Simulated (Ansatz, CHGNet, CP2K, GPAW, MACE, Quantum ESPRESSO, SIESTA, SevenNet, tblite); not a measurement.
# CP2K on random packing of B74C26 (at. %) (103 atoms): settings against a plane-wave reference, part 2 of 2

Wanted: CP2K inputs and outputs for random packing of B74C26 (at. %) (103 atoms), checked against a plane-wave reference.

Program: CP2K 2026.2; the method stands at each step. Banners, paths, timers and routine set-up lines are dropped from the logs unmarked, and long logs keep their key lines alone; longer cuts are marked.

So far. Step 2 (PBE, DZVP-UZH, 450/50 Ry, diagonalisation): Forces lie 4.1 % from the reference's, at 24 times its CPU time.

### 3. PBE, SZV-MOLOPT-SR, 450/50 Ry, diagonalisation

Method: Kohn-Sham DFT, PBE, GTH-PBE pseudopotentials, Gaussian and plane waves, SZV-MOLOPT-SR-GTH, diagonalisation.

Contents of input.inp:

```
&GLOBAL
  PROJECT cell
  RUN_TYPE ENERGY_FORCE
  PRINT_LEVEL LOW
&END GLOBAL
&FORCE_EVAL
  METHOD QS
  STRESS_TENSOR ANALYTICAL
  &DFT
    BASIS_SET_FILE_NAME BASIS_MOLOPT
    POTENTIAL_FILE_NAME GTH_POTENTIALS
    &MGRID
      CUTOFF 450
      REL_CUTOFF 50
    &END MGRID
    &QS
      EPS_DEFAULT 1.0E-12
    &END QS
    &SCF
      SCF_GUESS ATOMIC
      EPS_SCF 5.0E-06
      MAX_SCF 200
      ADDED_MOS 42
      &DIAGONALIZATION
        ALGORITHM STANDARD
      &END DIAGONALIZATION
      &SMEAR ON
        METHOD FERMI_DIRAC
        ELECTRONIC_TEMPERATURE [K] 580
      &END SMEAR
      &MIXING
        METHOD BROYDEN_MIXING
        ALPHA 0.15
        NBROYDEN 12
      &END MIXING
      &PRINT
        &RESTART OFF
        &END RESTART
      &END PRINT
    &END SCF
    &XC
      &XC_FUNCTIONAL PBE
      &END XC_FUNCTIONAL
    &END XC
    &PRINT
      &MULLIKEN ON
      &END MULLIKEN
      &HIRSHFELD ON
        SHAPE_FUNCTION DENSITY
      &END HIRSHFELD
      &MO ON
        EIGENVALUES T
        OCCUPATION_NUMBERS T
        MO_INDEX_RANGE 157 180
        &EACH
          QS_SCF 0
        &END EACH
        ADD_LAST NUMERIC
      &END MO
    &END PRINT
  &END DFT
  &SUBSYS
    &CELL
      A 9.54210 0.00000 0.00000
      B 0.00000 9.54210 0.00000
      C 0.00000 0.00000 9.54210
    &END CELL
    &COORD
      SCALED
      B 0.48294 0.49808 0.15869
      B 0.67105 0.04781 0.09619
      B 0.72920 0.60452 0.15249
      B 0.60227 0.72025 0.24590
      B 0.85299 0.08796 0.91418
      B 0.38600 0.97979 0.94136
      B 0.04908 0.15851 0.33484
      B 0.26952 0.64633 0.11063
      B 0.17298 0.15519 0.00856
      B 0.67975 0.12953 0.39100
      B 0.57483 0.03299 0.71826
      B 0.25688 0.49998 0.51812
      B 0.40023 0.01990 0.20258
      B 0.46500 0.21484 0.34725
      B 0.91836 0.32771 0.96512
      B 0.29197 0.55071 0.29465
      B 0.81479 0.94759 0.59637
      B 0.96860 0.48470 0.44262
      B 0.36326 0.65386 0.71054
      B 0.77930 0.31315 0.84202
[... 79 atom lines left out ...]
      C 0.71886 0.74297 0.84702
      C 0.18922 0.03163 0.73277
      C 0.06908 0.80363 0.56384
      C 0.55448 0.52840 0.35878
    &END COORD
    &KIND B
      BASIS_SET SZV-MOLOPT-SR-GTH-q3
      POTENTIAL GTH-PBE-q3
    &END KIND
    &KIND C
      BASIS_SET SZV-MOLOPT-SR-GTH-q4
      POTENTIAL GTH-PBE-q4
    &END KIND
  &END SUBSYS
  &PRINT
    &FORCES ON
    &END FORCES
    &STRESS_TENSOR ON
    &END STRESS_TENSOR
  &END PRINT
&END FORCE_EVAL
```

Launch:

```
$ OMP_NUM_THREADS=1 cp2k.psmp -i input.inp > output.txt
```

Numbers of over 12 decimals in the logs are rounded to 6 here.

The program printed:

```text
CP2K| version string:                                       CP2K version 2026.2
 CP2K| Input file name                                                 input.inp
 GLOBAL| Basis set file name                                        BASIS_MOLOPT
 GLOBAL| Potential file name                                      GTH_POTENTIALS
 GLOBAL| Run type                                                   ENERGY_FORCE
 GLOBAL| Total number of message passing processes                             1
 GLOBAL| Number of threads for this process                                    1
[... lines left out ...]
                        Smear method:                                FERMI_DIRAC
[... lines left out ...]
 Number of electrons:                                                        336
[... lines left out ...]
  Step     Update method      Time    Convergence         Total energy    Change
[... lines left out ...]
  *** SCF run converged in    19 steps ***
[... lines left out ...]
  Fermi energy:                                                 0.284307
  Total energy:                                              -358.067933
  Total energy (extrapolated to T->0):                       -358.062420
[... lines left out ...]
 MO| E(Fermi):            0.284307 a.u.          7.736390 eV
[... lines left out ...]
    103       C      2       4.000          4.019                        -0.019
  Total Charge                                                           -0.000
 !-----------------------------------------------------------------------------!
 ENERGY| Total FORCE_EVAL ( QS ) energy [hartree]           -358.067957
 FORCES| Atomic forces [hartree/bohr]
 FORCES|   Atom     x               y               z               |f|
 FORCES|      1  2.00561787E-03  2.03979979E-02  2.49881250E-02   3.23188368E-02
 FORCES|      2 -4.96449140E-02  6.28948139E-02  1.12170990E-02   8.09085806E-02
 FORCES|      3  4.89821325E-04 -8.79341690E-03 -1.90827690E-02   2.10170449E-02
[...]
FORCES|    102  6.37015698E-04 -8.49636371E-02 -1.07241562E-03   8.49727926E-02
 FORCES|    103 -7.92768219E-03 -4.67353451E-02  3.78201805E-02   6.06416250E-02
 FORCES| Sum    -7.07315617E-06  1.76567837E-06  5.97238526E-05
 FORCES| Total atomic force                                       6.01671483E-05
 STRESS| Analytical stress tensor [bar]
 STRESS|                        x                   y                   z
 STRESS|      x       -1.08541446207E+05   5.10321625642E+04   4.99339332968E+02
 STRESS|      y        5.10321625642E+04  -1.49327573639E+05   6.45316385598E+04
 STRESS|      z        4.99339332968E+02   6.45316385598E+04  -2.07588827395E+05
 STRESS| 1/3 Trace                                            -1.55152615747E+05
```

Run time: 6 min. Hardware: 1 thread of Arm Neoverse N1, shared host; peak memory 1.7 GiB.

Compared with the plane-wave run:

```
r.m.s. force component                  : 1.895 eV/Å
r.m.s. difference of force components   : 669.5 meV/Å
longest difference of force vectors     : 2289 meV/Å
force difference over r.m.s. force      : 49.69 %
slope of forces against the reference's : 1.366
correlation of force components         : 0.9711
pressure                                : -15.52 GPa
pressure difference                     : 6.041 GPa
```

This is a coarse setting, run to see what it loses.

Against the first run (4.1 %), the force difference from the reference is 50 %, at 0.29 times the CPU time (on 1 against 4 cores), with 412 basis functions against 1339; this set comes with other potentials too, so the change isn't the basis's alone.

### 4. Side by side

Differences are against the plane-wave reference, forces as r.m.s. over components; share is that over the reference's r.m.s. force, slope the least-squares factor from reference forces to these. Total energies of different programs have different zeros and aren't compared.

| run | Δ force, r.m.s. (meV/Å) | share (%) | slope | Δ pressure (GPa) | cores | CPU time | memory (GiB) |
| --- | --- | --- | --- | --- | --- | --- | --- |
| reference | - | - | - | - | 4 | 52 s | 1.00 |
| CP2K PBE, DZVP-UZH, 450/50 Ry, diagonalisation | 54.6 | 4.05 | 1.009 | 0.432 | 4 | 21 min | 2.7 |
| CP2K PBE, SZV-MOLOPT-SR, 450/50 Ry, diagonalisation (coarse) | 670 | 49.7 | 1.366 | 6.04 | 1 | 6 min | 1.7 |

Rows marked coarse were listed beforehand as settings not expected to be converged; some can still land near the reference.

CPU time is summed over cores on a shared host, where runs went side by side, so it is rough. Symmetry, cutoffs, thresholds, outputs and thread counts weren't matched or tuned between programs; memory under MPI is the largest rank's times the ranks.

Mean charges by element (e), by run and scheme:

| run | scheme | B | C |
| --- | --- | --- | --- |
| reference | Löwdin | +0.05 | -0.07 |
| CP2K PBE, DZVP-UZH, 450/50 Ry, diagonalisation | Mulliken | +0.02 | -0.05 |
| CP2K PBE, DZVP-UZH, 450/50 Ry, diagonalisation | Hirshfeld | +0.01 | -0.03 |

The reference's Löwdin charges lack the electrons that the projection spills, 0.020 e an atom on average.

A second geometry, displaced anew (every atom was moved at random, 0.08 Å r.m.s. a Cartesian component), gives an energy difference that all programs can be tested on. The reference puts it at -3.534 meV/atom.

| run | energy less the first geometry's (meV/atom) | error (meV/atom) | force share at the second geometry (%) |
| --- | --- | --- | --- |
| CP2K PBE, DZVP-UZH, 450/50 Ry, diagonalisation | -3.749 | -0.215 | 3.92 |
| CP2K PBE, SZV-MOLOPT-SR, 450/50 Ry, diagonalisation | 12.16 | 15.7 | 47.3 |

Further runs of this program without a result: CP2K GFN1-xTB, diagonalisation (not converged).

### 5. Outcome

| Quantity | Value |
| --- | --- |
| nearest in forces | CP2K PBE, DZVP-UZH, 450/50 Ry, diagonalisation, 4.1 % |
| its CPU time | 21 min |

The PBE run in local orbitals, coarse settings apart, differs by 4.1 % (CP2K PBE, DZVP-UZH, 450/50 Ry, diagonalisation); basis, grid and potentials can all enter. Runs with settings chosen to be coarse differ by 50 % (CP2K PBE, SZV-MOLOPT-SR, 450/50 Ry, diagonalisation), their programs' other errors included. None of the electronic-structure runs in the table takes under half the reference's CPU time of 52 s; they take 6.9 to 24 times as much. CP2K PBE, SZV-MOLOPT-SR, 450/50 Ry, diagonalisation stiffens the forces by a factor of 1.37 while following their directions (correlation 0.971); the slopes of the 2 CP2K runs lie between 1.01 and 1.37. In pressure, CP2K PBE, SZV-MOLOPT-SR, 450/50 Ry, diagonalisation misses by +6.0 GPa, at the same functional. Charges hang on scheme and program or settings: among these rows the mean for C runs from -0.07 to -0.03 e. The energy difference between the two geometries, -3.53 meV/atom in the reference, is met best by CP2K PBE, DZVP-UZH, 450/50 Ry, diagonalisation (-0.215) and worst by CP2K PBE, SZV-MOLOPT-SR, 450/50 Ry, diagonalisation (coarse) (+15.7). The reference's stress is far from hydrostatic: its diagonal is -18.2, -20.8, -25.7 GPa, compression counted positive. The reference's pressure of -22 GPa says that the cell would shrink at this level of theory. The electronic-structure runs sample only Γ, in a cell whose shortest periodic width is 10 Å, which is coarse for a cell with partly filled levels.

[Also dropped from logs without a mark: logging warnings of Python, and SIESTA's first energy breakdown and zero terms.]

[Logs are printed without paths, hosts, clocks, repeated set-up lines and the standing remarks that a program may print on its own settings, such as how far it seeks lower states.]

[Hosts, paths, dates, database ids (printed as entryN), source tags and the programs' standing remarks are cut or masked in the printed files.]
